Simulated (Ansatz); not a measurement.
# Lattice dynamics of Cd2Sn (model cell, started as cuprite)

Aim: the vibrations of Cd2Sn (model cell, started as cuprite), their spectra, and whether the structure is stable.

Method: DFT PBEsol, scalar-relativistic, plane waves, PAW, in Ansatz 0.2.0.

The structure was built from a prototype and need not be the compound's stable phase.

## 1. Starting point

Symmetry: Pn-3m, No. 224, cubic system. The conventional cell has a = 6.402 Å, b = 6.402 Å, c = 6.402 Å, α = 90.00°, β = 90.00°, γ = 90.00°. Sn has 4 Cd at 2.77 Å nearest. Cd has 2 Sn at 2.77 Å nearest. Farther neighbours are not listed.

## 2. Relaxation, k-mesh 6×6×6

The cell and atoms are relaxed, since residual forces and stress would shift the frequencies.

input.yaml reads:

```yaml
crystal:
  lattice:
    - [6.40166, 0.0, 0.0]
    - [0.0, 6.40166, 0.0]
    - [0.0, 0.0, 6.40166]
  atoms:
    - { symbol: Sn, position: [0.0, 0.0, 0.0] }
    - { symbol: Sn, position: [0.5, 0.5, 0.5] }
    - { symbol: Cd, position: [0.25, 0.25, 0.25] }
    - { symbol: Cd, position: [0.75, 0.75, 0.25] }
    - { symbol: Cd, position: [0.75, 0.25, 0.75] }
    - { symbol: Cd, position: [0.25, 0.75, 0.75] }
kpoints:
  mp_grid: { grid: [6, 6, 6] }
hamiltonian:
  xc: pbesol
scf:
  occupations: { method: gaussian, width: 0.02 }
output:
  forces: true
  stress: true
  eigenvalues: true
relax:
  adjacent_minimum: "off"
  f_tol: 0.005
  max_steps: 80
  cell: { stress_tol: 0.05 }
```

On the command line:

```bash
$ ansatz run input.yaml --threads 8 --pin off --max-ram 14336MiB --backend cpu --events-out ev --progress --plain --runs-dir out
```

Numbers of over 12 decimals in the logs are rounded to 6 here.

Log:

```text
Engine: ansatz 0.2.0, x86_64-unknown-linux-gnu
Pseudopotentials: kind: paw
Pseudopotential: Sn, paw, valence charge 14, recommended cutoff 420 eV (normal), Sn.paw.azcp
Pseudopotential: Cd, paw, valence charge 20, recommended cutoff 420 eV (normal), Cd.paw.azcp
Functional definition: PBEsol
  exchange = pbesol_x
  correlation = pbesol_c
Crystal: 6 atoms, lattice volume = 262.348 Å³
Basis set: ecut = 420 eV, 5137 PW (Γ), exchange–correlation on 90×90×90 points (8 copies of the dense FFT grid, shifted against one another)
Bands: 65, of which v1, the nominal top of the filled ones, is band 54 counted from 1 (53 counted from 0)
Symmetry: 48 space group operations
Space group: Pn-3m (ITA 224), of the structure as read, at distance tolerance 6.4e-5 Å
k-points: 20 of 216
Non-local potential: Sn, projectors of the file, l = 0: 2, l = 1: 2, l = 2: 2, l = 3: 2
Non-local potential: Cd, projectors of the file, l = 0: 3, l = 1: 2, l = 2: 2, l = 3: 1
PAW form: soft (Blöchl's): semilocal exchange-correlation on the pseudo side does not see the compensation charge
PAW frozen core: Sn, regenerated for the run's functional, and the local potential with it (the file was generated under x = pbe(κ = 0.804, μ = 0.219515), c = pbe(β = 0.066725))
PAW frozen core: Cd, regenerated for the run's functional, and the local potential with it (the file was generated under x = pbe(κ = 0.804, μ = 0.219515), c = pbe(β = 0.066725))
PAW one-centre angular grid: Sn, 590 points (default); XC on 64 Gauss nodes
PAW one-centre angular grid: Cd, 590 points (default); XC on 64 Gauss nodes
Initial density: superposition of atomic densities (neutral atoms: chi_scale 0, normalization atom), corrected by the library's trained network
Initial wavefunctions: pseudopotential atomic-orbital guess
Functional: x = pbesol(κ = 0.804, μ = 0.123457), c = pbesol(β = 0.046)
SCF iter   1: F=—  HF=-44633.370015 eV  |F-HF|=—  |Δ(HF+E_count)|=         —  Δρ=3.59e-3  dr2=6.73e-2  ethr=1.77e-3  ⟨swp⟩=7.5  Hψ=5294  notcnv=0
preconditioner: auto → Resta (q_TF=auto, 2.353 Å⁻¹)  ε∞=3.1  [insulator: Δε(μ)=0.474 eV  Ē_g=13.709 eV  σ=0.020 eV  W_gap=1.00  n_scr=56 (ndim 8)  ℏωp=20.0 eV  f_vac=0.295  D(μ)=0.00/eV (n_scr^D=0)  ε∞_Penn≈3.1]
SCF iter   2: F=—  HF=-44633.355293 eV  |F-HF|=—  |Δ(HF+E_count)|=   1.47e-2  Δρ=1.33e-3  dr2=8.53e-3  ethr=6.23e-5  ⟨swp⟩=2.9  Hψ=2294  notcnv=0  defer=95
SCF iter   3: F=—  HF=-44633.355046 eV  |F-HF|=—  |Δ(HF+E_count)|=   2.47e-4  Δρ=4.09e-4  dr2=1.05e-3  ethr=7.90e-6  ⟨swp⟩=2.0  Hψ=1516  notcnv=0  defer=95
SCF iter   4: F=—  HF=-44633.355750 eV  |F-HF|=—  |Δ(HF+E_count)|=   7.04e-4  Δρ=1.85e-4  dr2=1.81e-4  ethr=9.70e-7  ⟨swp⟩=2.0  Hψ=1816  notcnv=0  defer=95
SCF iter   5: F=—  HF=-44633.355985 eV  |F-HF|=—  |Δ(HF+E_count)|=   2.35e-4  Δρ=3.83e-5  dr2=3.35e-6  ethr=1.68e-7  ⟨swp⟩=2.0  Hψ=1765  notcnv=0  defer=95
SCF iter   6: F=—  HF=-44633.355909 eV  |F-HF|=—  |Δ(HF+E_count)|=   7.59e-5  Δρ=6.52e-6  dr2=1.72e-7  ethr=3.10e-9  ⟨swp⟩=2.0  Hψ=1765  notcnv=0  defer=95
SCF iter   7: F=-44633.355909 eV  HF=-44633.355909 eV  |F-HF|=2.95e-9  |Δ(HF+E_count)|=   2.57e-7  Δρ=3.14e-6  dr2=3.10e-8  ethr=9.26e-11  ⟨swp⟩=11.6  Hψ=5534  notcnv=0
SCF 1 converged in 7 iterations: F = -44633.355909 eV  dr2 = 3.10e-8
  greatest PAW one-centre occupation: 1.000 electrons in one spin orbital (limit 2), on the Cd atom at site 5 (counted from 0), in its partial waves of l = 0
relax step   1: F+E_penalty+E_count = -44633.35590915 eV  Δ(F+E_penalty+E_count) = +0.000e0 eV  max|allowed force component| = 6.168e-18 eV/Å  Δτ_max = 0.0000 Å  P = -1.748 GPa  Ω = 262.348 Å³  (7 SCF iters, dr2 threshold 1.00e-7 eV, accepted)
Crystal: 6 atoms, lattice volume = 243.104 Å³
Basis set: ecut = 420 eV, 4729 PW (Γ), exchange–correlation on 90×90×90 points (8 copies of the dense FFT grid, shifted against one another)
Initial density: handed on by an earlier stage of this run
Initial wavefunctions: those handed on with the density
iter 1 solved again at ethr=1.42e-5 eV; its pass at ethr=3.10e-3 eV (dr2=1.53e-2 eV) is discarded
SCF iter   1: F=—  HF=-44633.494194 eV  |F-HF|=—  |Δ(HF+E_count)|=         —  Δρ=2.05e-3  dr2=1.62e-2  ethr=1.42e-5  ⟨swp⟩=2.9  Hψ=6502  notcnv=0
preconditioner: auto → Resta (q_TF=auto, 2.383 Å⁻¹)  ε∞=3.2  [insulator: Δε(μ)=0.769 eV  Ē_g=13.925 eV  σ=0.020 eV  W_gap=1.00  n_scr=56 (ndim 8)  ℏωp=20.8 eV  f_vac=0.262  D(μ)=0.00/eV (n_scr^D=0)  ε∞_Penn≈3.2]
SCF iter   2: F=—  HF=-44633.490461 eV  |F-HF|=—  |Δ(HF+E_count)|=   3.73e-3  Δρ=8.89e-4  dr2=3.14e-3  ethr=1.42e-5  ⟨swp⟩=2.0  Hψ=2056  notcnv=0
SCF iter   3: F=—  HF=-44633.489818 eV  |F-HF|=—  |Δ(HF+E_count)|=   6.43e-4  Δρ=3.32e-4  dr2=3.74e-4  ethr=2.91e-6  ⟨swp⟩=2.0  Hψ=1412  notcnv=0
SCF iter   4: F=—  HF=-44633.489732 eV  |F-HF|=—  |Δ(HF+E_count)|=   8.60e-5  Δρ=8.47e-5  dr2=2.32e-5  ethr=3.47e-7  ⟨swp⟩=2.0  Hψ=1859  notcnv=0
SCF iter   5: F=—  HF=-44633.489746 eV  |F-HF|=—  |Δ(HF+E_count)|=   1.42e-5  Δρ=2.17e-5  dr2=8.80e-7  ethr=2.14e-8  ⟨swp⟩=2.0  Hψ=1804  notcnv=0
SCF iter   6: F=-44633.489747 eV  HF=-44633.489747 eV  |F-HF|=1.12e-8  |Δ(HF+E_count)|=   8.10e-7  Δρ=4.97e-6  dr2=4.36e-8  ethr=5.56e-10  ⟨swp⟩=7.5  Hψ=5548  notcnv=0
SCF 2 converged in 6 iterations: F = -44633.489747 eV  dr2 = 4.36e-8
  greatest PAW one-centre occupation: 1.000 electrons in one spin orbital (limit 2), on the Cd atom at site 2 (counted from 0), in its partial waves of l = 0
relax step   2: F+E_penalty+E_count = -44633.48974711 eV  Δ(F+E_penalty+E_count) = -1.338e-1 eV  max|allowed force component| = 3.778e-17 eV/Å  Δτ_max = 0.0000 Å  P = -0.319 GPa  Ω = 243.104 Å³  energy of the carried Pulay correction = +2.479e-3 eV  (6 SCF iters, dr2 threshold 6.00e-7 eV, accepted)
Crystal: 6 atoms, lattice volume = 239.190 Å³
Basis set: ecut = 420 eV, 4697 PW (Γ), exchange–correlation on 90×90×90 points (8 copies of the dense FFT grid, shifted against one another)
iter 1 solved again at ethr=9.79e-7 eV; its pass at ethr=3.10e-3 eV (dr2=1.06e-3 eV) is discarded
SCF iter   1: F=—  HF=-44633.493664 eV  |F-HF|=—  |Δ(HF+E_count)|=         —  Δρ=4.50e-4  dr2=7.61e-4  ethr=9.79e-7  ⟨swp⟩=3.0  Hψ=6081  notcnv=0
preconditioner: auto → Resta (q_TF=auto, 2.390 Å⁻¹)  ε∞=3.2  [insulator: Δε(μ)=0.811 eV  Ē_g=13.989 eV  σ=0.020 eV  W_gap=1.00  n_scr=56 (ndim 8)  ℏωp=20.9 eV  f_vac=0.257  D(μ)=0.00/eV (n_scr^D=0)  ε∞_Penn≈3.2]
SCF iter   2: F=—  HF=-44633.493487 eV  |F-HF|=—  |Δ(HF+E_count)|=   1.77e-4  Δρ=1.92e-4  dr2=1.45e-4  ethr=7.05e-7  ⟨swp⟩=2.0  Hψ=1787  notcnv=0
SCF iter   3: F=—  HF=-44633.493397 eV  |F-HF|=—  |Δ(HF+E_count)|=   8.97e-5  Δρ=6.96e-5  dr2=1.65e-5  ethr=1.35e-7  ⟨swp⟩=2.0  Hψ=1412  notcnv=0
SCF iter   4: F=—  HF=-44633.493397 eV  |F-HF|=—  |Δ(HF+E_count)|=   2.07e-7  Δρ=1.86e-5  dr2=1.07e-6  ethr=1.53e-8  ⟨swp⟩=2.0  Hψ=1858  notcnv=0
SCF iter   5: F=-44633.493398 eV  HF=-44633.493398 eV  |F-HF|=1.77e-8  |Δ(HF+E_count)|=   6.50e-7  Δρ=4.96e-6  dr2=4.17e-8  ethr=2.35e-10  ⟨swp⟩=8.1  Hψ=5401  notcnv=0
SCF 3 converged in 5 iterations: F = -44633.493398 eV  dr2 = 4.17e-8
  greatest PAW one-centre occupation: 1.000 electrons in one spin orbital (limit 2), on the Cd atom at site 4 (counted from 0), in its partial waves of l = 0
relax step   3: F+E_penalty+E_count = -44633.49339768 eV  Δ(F+E_penalty+E_count) = -3.651e-3 eV  max|allowed force component| = 3.007e-17 eV/Å  Δτ_max = 0.0000 Å  P = +0.070 GPa  Ω = 239.190 Å³  energy of the carried Pulay correction = +3.007e-3 eV  (5 SCF iters, dr2 threshold 2.54e-7 eV, accepted)
[...]
relax step   4: F+E_penalty+E_count = -44633.49345442 eV  Δ(F+E_penalty+E_count) = -5.674e-5 eV  max|allowed force component| = 4.395e-17 eV/Å  Δτ_max = 0.0000 Å  P = +0.002 GPa  Ω = 239.849 Å³  energy of the carried Pulay correction = +2.917e-3 eV  (5 SCF iters, dr2 threshold 1.21e-8 eV, accepted)
Initial wavefunctions: pseudopotential atomic-orbital guess (no wavefunctions were taken with the density)
iter 1 solved again at ethr=1.83e-7 eV; its pass at ethr=3.10e-3 eV (dr2=1.98e-4 eV) is discarded
SCF iter   1: F=—  HF=-44633.490383 eV  |F-HF|=—  |Δ(HF+E_count)|=         —  Δρ=1.33e-4  dr2=7.04e-6  ethr=1.83e-7  ⟨swp⟩=4.0  Hψ=8708  notcnv=0
preconditioner: auto → Resta (q_TF=auto, 2.389 Å⁻¹)  ε∞=3.2  [insulator: Δε(μ)=0.809 eV  Ē_g=13.986 eV  σ=0.020 eV  W_gap=1.00  n_scr=56 (ndim 8)  ℏωp=20.9 eV  f_vac=0.260  D(μ)=0.00/eV (n_scr^D=0)  ε∞_Penn≈3.2]
SCF iter   2: F=—  HF=-44633.490319 eV  |F-HF|=—  |Δ(HF+E_count)|=   6.37e-5  Δρ=6.14e-5  dr2=1.78e-6  ethr=6.52e-9  ⟨swp⟩=2.0  Hψ=2283  notcnv=0
SCF iter   3: F=—  HF=-44633.490320 eV  |F-HF|=—  |Δ(HF+E_count)|=   1.24e-6  Δρ=1.66e-5  dr2=1.05e-7  ethr=1.64e-9  ⟨swp⟩=2.5  Hψ=1830  notcnv=0
SCF iter   4: F=—  HF=-44633.490321 eV  |F-HF|=—  |Δ(HF+E_count)|=   9.34e-8  Δρ=1.35e-6  dr2=9.71e-10  ethr=9.71e-11  ⟨swp⟩=2.0  Hψ=2300  notcnv=0
SCF iter   5: F=—  HF=-44633.490321 eV  |F-HF|=—  |Δ(HF+E_count)|=   1.65e-9  Δρ=4.02e-7  dr2=1.78e-10  ethr=1.00e-12  ⟨swp⟩=5.8  Hψ=4796  notcnv=0
SCF iter   6: F=-44633.490321 eV  HF=-44633.490321 eV  |F-HF|=1.46e-11  |Δ(HF+E_count)|=  8.00e-11  Δρ=4.22e-8  dr2=2.70e-12  ethr=1.00e-12  ⟨swp⟩=5.0  Hψ=4226  notcnv=0
SCF 5 converged in 6 iterations: F = -44633.490321 eV  dr2 = 2.70e-12
relax step   5: F+E_penalty+E_count = -44633.49032053 eV  Δ(F+E_penalty+E_count) = +3.134e-3 eV  max|allowed force component| = 4.086e-17 eV/Å  Δτ_max = 0.0000 Å  P = +0.002 GPa  Ω = 239.849 Å³  stress off target by 2.49e-3 GPa  SCF on the basis re-selected at this cell (its energy is not comparable with the rows above)  (6 SCF iters)
basis re-selected at this cell: Δ(F+E_penalty+E_count) = +3.134e-3 eV, ΔP = +0.001 GPa vs the last step (what re-selecting the basis moved, of the pressure what is left beyond the Pulay correction that the steps carried, after the strain that the cell walked since its last selection, with what the two solves' SCF thresholds leave and, on support functions, any second-order correction that the steps lacked; it is no m [...]
SCF converged after 6 iterations
Free energy (F): -44633.490321 eV
Harris-Foulkes:  -44633.490321 eV  (|F-HF|=1.46e-11)
Internal energy: -44633.490321 eV  (E = F + TS)
E sigma→0 (E₀):  -44633.490321 eV
Fermi energy:    5.759196 eV
--- Per-component energies (eV) ---
  E_band       = -2532.408691
  E_kinetic    = 2394.790641
  E_local      = -19482.795101  (includes V_loc(G=0)·N_el)
  E_nonlocal   = 80.021225
  E_hartree    = 9209.131651
  E_xc         = -1455.858709
  E_vxc        = -1072.248187  (∫ρ·V_xc dr)
  E_paw        = -24186.075642  (= ΣΔE_a)
  E_vpaw       = -2870.440736  (= ΣTr[D̂ρ^β])
  E_aug_tail   = 0.000049  (compensation charges beyond the density's cutoff)
  E_ewald      = -11194.641953
  E_core_change = 1.937518  (= ΣΔE_core)
  E_smearing   = -0.000000  (= −TS)
  E_closure    = 0.000000  (closes the sum)
  Σ components = -44633.490321   (vs F -44633.490321, Δ=0.00e0)
--- Forces (eV/Å), atoms counted from 1 ---
  atom   1  Sn    -0.00000000    -0.00000000     0.00000000
  atom   2  Sn     0.00000000     0.00000000    -0.00000000
  atom   3  Cd     0.00000000    -0.00000000     0.00000000
  atom   4  Cd    -0.00000000     0.00000000     0.00000000
  atom   5  Cd     0.00000000    -0.00000000     0.00000000
  atom   6  Cd    -0.00000000     0.00000000    -0.00000000
  max |Σ_I F_I| component: 4.63e-18 eV/Å
--- Stress (GPa, compression-positive) ---
        0.002495       0.000000       0.000000
        0.000000       0.002495       0.000000
        0.000000       0.000000       0.002495
  P = ⅓ Tr σ = 0.0025 GPa (0.025 kbar)
--- Band table (eV; the first three rows and the last of 20) ---
  k-point 0: bands = [... 50 lower, 2.9493, 5.2523, 5.2523, 5.2523, 6.1632, 6.1632, 6.1696, 9.3696, ... 7 higher]
  k-point 1: bands = [... 50 lower, 2.9760, 4.5540, 5.2177, 5.2177, 6.2841, 6.5635, 6.9574, 8.8236, ... 7 higher]
  k-point 2: bands = [... 50 lower, 3.0338, 3.7079, 5.1333, 5.1333, 6.6415, 7.5301, 7.9842, 8.0524, ... 7 higher]
  k-point 19: bands = [... 50 lower, 2.4322, 4.0146, 4.0146, 4.0146, 8.4044, 8.4044, 8.4044, 8.5108, ... 7 higher]
--- Relaxed structure (4 steps of the walk, 4 accepted, 1 SCFs on fresh bases) ---
  F+E_penalty+E_count = -44633.49032053 eV   max|allowed force component| = 4.086e-17 eV/Å   (the final SCF, on the basis selected at the relaxed cell)
  cell:  # Å, volume = 239.8486 Å³
    - [6.213158, 0, 0]
    - [0, 6.213158, 0.0]
    - [0, 0.0, 6.213158]
  atoms:
    - { symbol: Sn, position: [0, 0, 0] }
    - { symbol: Sn, position: [0.500000, 0.500000, 0.500000] }
    - { symbol: Cd, position: [0.250000, 0.250000, 0.250000] }
    - { symbol: Cd, position: [0.75, 0.75, 0.250000] }
    - { symbol: Cd, position: [0.75, 0.250000, 0.75] }
    - { symbol: Cd, position: [0.250000, 0.75, 0.75] }
```

Elapsed: 38 s, on 8 threads of Intel Xeon Platinum 8375C at 2.90GHz (Ice Lake), shared host; peak memory 1.1 GiB; 2.7 min of CPU time.

Relaxation path:

```
step  energy less that of the first step (eV)  largest force component (eV/Å)  pressure (GPa)  volume (Å³)
   1                                   0.0000                          0.0000           -1.75       262.35
   2                                  -0.1338                          0.0000           -0.32       243.10
   3                                  -0.1375                          0.0000            0.07       239.19
   4                                  -0.1375                          0.0000            0.00       239.85
  5*                                  -0.1344                          0.0000            0.00       239.85
```

Relaxation steps marked * repeat the geometry before them on a plane-wave basis chosen anew for their cell, so energy and pressure can jump there.

The run keeps the 48 symmetry operations that it works with, so distortions that break them were not tested.

```
conventional cell, symmetrised  before  after  change
                         a (Å)   6.402  6.213  -2.9 %
                         b (Å)   6.402  6.213  -2.9 %
                         c (Å)   6.402  6.213  -2.9 %
              volume (Å³/atom)   43.72  39.97  -8.6 %
```

The relaxed structure:

```xyz
6
Lattice="6.2132 0.0000 0.0000 0.0000 6.2132 0.0000 0.0000 0.0000 6.2132" Properties=species:S:1:pos:R:3 pbc="T T T"
Sn    0.0000    0.0000    0.0000
Sn    3.1066    3.1066    3.1066
Cd    1.5533    1.5533    1.5533
Cd    4.6599    4.6599    1.5533
Cd    4.6599    1.5533    4.6599
Cd    1.5533    4.6599    4.6599
```

Numbers from this step:

```
pressure           : 0.002495 GPa
gap on the k-mesh  : 0.8087 eV
volume per atom    : 39.97 Å³
direct gap on mesh : 0.9110 eV
```

In this step the volume went from 43.72 to 39.97 Å³/atom.

## 3. Relaxation, k-mesh 4×4×4

The relaxation is repeated from its end, on the mesh and smearing that suit the cell and gap now reached.

input.yaml, as its differences from that of step 2:

```diff
@@ -2,5 +2,5 @@
   lattice:
-    - [6.40166, 0.0, 0.0]
-    - [0.0, 6.40166, 0.0]
-    - [0.0, 0.0, 6.40166]
+    - [6.213158322, 0.0, 0.0]
+    - [0.0, 6.213158322, 0.0]
+    - [0.0, 0.0, 6.213158322]
   atoms:
@@ -13,3 +13,3 @@
 kpoints:
-  mp_grid: { grid: [6, 6, 6] }
+  mp_grid: { grid: [4, 4, 4] }
 hamiltonian:
```

Log:

```text
[...]
Crystal: 6 atoms, lattice volume = 239.849 Å³
Basis set: ecut = 420 eV, 4697 PW (Γ), exchange–correlation on 90×90×90 points (8 copies of the dense FFT grid, shifted against one another)
Bands: 65, of which v1, the nominal top of the filled ones, is band 54 counted from 1 (53 counted from 0)
Symmetry: 48 space group operations
[...]
k-points: 10 of 64
[...]
cell:  # Å, volume = 239.8486 Å³
    - [6.213158322, 0.0, 0.0]
    - [0.0, 6.213158322, 0.0]
    - [0.0, 0.0, 6.213158322]
  atoms:
    - { symbol: Sn, position: [0.0, 0.0, 0.0] }
    - { symbol: Sn, position: [0.5, 0.5, 0.5] }
    - { symbol: Cd, position: [0.25, 0.25, 0.25] }
    - { symbol: Cd, position: [0.750000, 0.750000, 0.25] }
    - { symbol: Cd, position: [0.750000, 0.25, 0.750000] }
    - { symbol: Cd, position: [0.25, 0.750000, 0.750000] }
[key lines of the parts left out:]
SCF converged after 4 iterations
Free energy (F): -44633.482031 eV
Fermi energy:    5.760543 eV
P = ⅓ Tr σ = -0.0025 GPa (-0.025 kbar)
```

Elapsed: 9.5 s, on 8 threads; peak memory 0.99 GiB.

Little changed from the start: no atom moved by 0.005 Å and no cell edge by 0.1 %.

This step gave:

```
pressure           : -0.002478 GPa
gap on the k-mesh  : 0.8064 eV
direct gap on mesh : 0.9086 eV
```

In this step the volume went from 39.97 to 39.97 Å³/atom.

## 4. Relaxing to small forces for the phonons

Phonons need a cell at rest on their own settings, so the relaxation is repeated with tight tolerances on forces and stress, using the mesh and the filling of the phonon run that follows.

input.yaml, as its differences from that of step 3:

```diff
@@ -17,3 +17,3 @@
 scf:
-  occupations: { method: gaussian, width: 0.02 }
+  occupations: { method: fixed }
 output:
@@ -24,4 +24,4 @@
   adjacent_minimum: "off"
-  f_tol: 0.005
-  max_steps: 80
-  cell: { stress_tol: 0.05 }
+  f_tol: 0.001
+  max_steps: 60
+  cell: { stress_tol: 0.01 }
```

Log:

```text
[...]
Crystal: 6 atoms, lattice volume = 239.849 Å³
Basis set: ecut = 420 eV, 4697 PW (Γ), exchange–correlation on 90×90×90 points (8 copies of the dense FFT grid, shifted against one another)
Bands: 65, of which v1, the nominal top of the filled ones, is band 54 counted from 1 (53 counted from 0)
Symmetry: 48 space group operations
[...]
k-points: 10 of 64
[...]
cell:  # Å, volume = 239.8486 Å³
    - [6.213158322, 0.0, 0.0]
    - [0.0, 6.213158322, 0.0]
    - [0.0, 0.0, 6.213158322]
  atoms:
    - { symbol: Sn, position: [0.0, 0.0, 0.0] }
    - { symbol: Sn, position: [0.5, 0.5, 0.5] }
    - { symbol: Cd, position: [0.25, 0.25, 0.25] }
    - { symbol: Cd, position: [0.750000, 0.750000, 0.25] }
    - { symbol: Cd, position: [0.750000, 0.25, 0.750000] }
    - { symbol: Cd, position: [0.25, 0.750000, 0.750000] }
[key lines of the parts left out:]
SCF converged after 7 iterations
Free energy (F): -44633.482031 eV
Fermi energy:    5.357057 eV
P = ⅓ Tr σ = -0.0025 GPa (-0.025 kbar)
```

The job ended after 9.3 s (8 threads; peak memory 1 GiB; 38 s of CPU time).

Little changed from the start: no atom moved by 0.005 Å and no cell edge by 0.1 %.

This step gave:

```yaml
pressure: -0.002479 GPa
```

The forces vanish by symmetry and the pressure is -0.002 GPa, within the tolerances set. The cell now holds 39.97 Å³/atom.

[end of part 1 of 2]

[Logs are printed without paths, hosts, clocks, repeated set-up lines and the standing remarks that a program may print on its own settings, such as how far it seeks lower states.]

[Hosts, paths, dates, database ids (printed as entryN), source tags and the programs' standing remarks are cut or masked in the printed files.]
